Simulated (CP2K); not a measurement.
Consider methylthioallene at its PBE geometry (Å).

```xyz
11

C     1.8332    0.9377   -0.0264
C     1.1099   -0.0577    0.4289
C     0.3886   -1.0544    0.8904
S    -1.3023   -1.4046    0.5403
C    -1.7156   -0.0449   -0.5722
H     1.8938    1.8923    0.5042
H     2.4154    0.8499   -0.9479
H     0.8277   -1.7856    1.5746
H    -2.7689   -0.1787   -0.8459
H    -1.5875    0.9222   -0.0700
H    -1.0943   -0.0762   -1.4759
```

Method: CP2K XAS_TDP, all-electron GAPW, PBEh(45%), aug-cc-pVDZ, TDA, GW2X-corrected core level, ZORA, spin–orbit coupling.

**Question.** Where do the S L₂,₃-edge lines lie, and how strong are they?

Leading lines: S4 167.79 eV. The leading line of an atom is its first one with 35 % of the strongest within 2.5 eV of its lowest line over the strength cut. Core ionisation energies at this level: S4 170.60/170.71/171.75 eV; the 2p½ level lies 1.10 eV above the 2p3/2 pair.

The first six lines of each atom with a strength over 0.0003:

| atom | energy (eV) | states | strength, one atom | above the computed threshold |
| --- | --- | --- | --- | --- |
| S4 (bonded to 2 C) | 166.93 | 1 | 0.0016 |  |
|  | 167.16 | 1 | 0.0015 |  |
|  | 167.66 | 2 | 0.0008 |  |
|  | 167.79 | 1 | 0.0052 |  |
|  | 167.82 | 1 | 0.0014 |  |
|  | 167.95 | 1 | 0.0015 |  |

Lines are vertical, at one geometry, with no vibrational structure. GW2X ionisation energies and lines can be off by 1 to 2 eV either way, and a good line position may hide errors that cancel. Rydberg lines, and the discretised continuum above threshold, depend on the basis and the box.

[Banner, clock and machine lines of the logs are left out without a mark of their own.]

[Logs are printed without paths, hosts, clocks, repeated set-up lines and the standing remarks that a program may print on its own settings, such as how far it seeks lower states.]

[Hosts, paths, dates, database ids (printed as entryN), source tags and the programs' standing remarks are cut or masked in the printed files.]
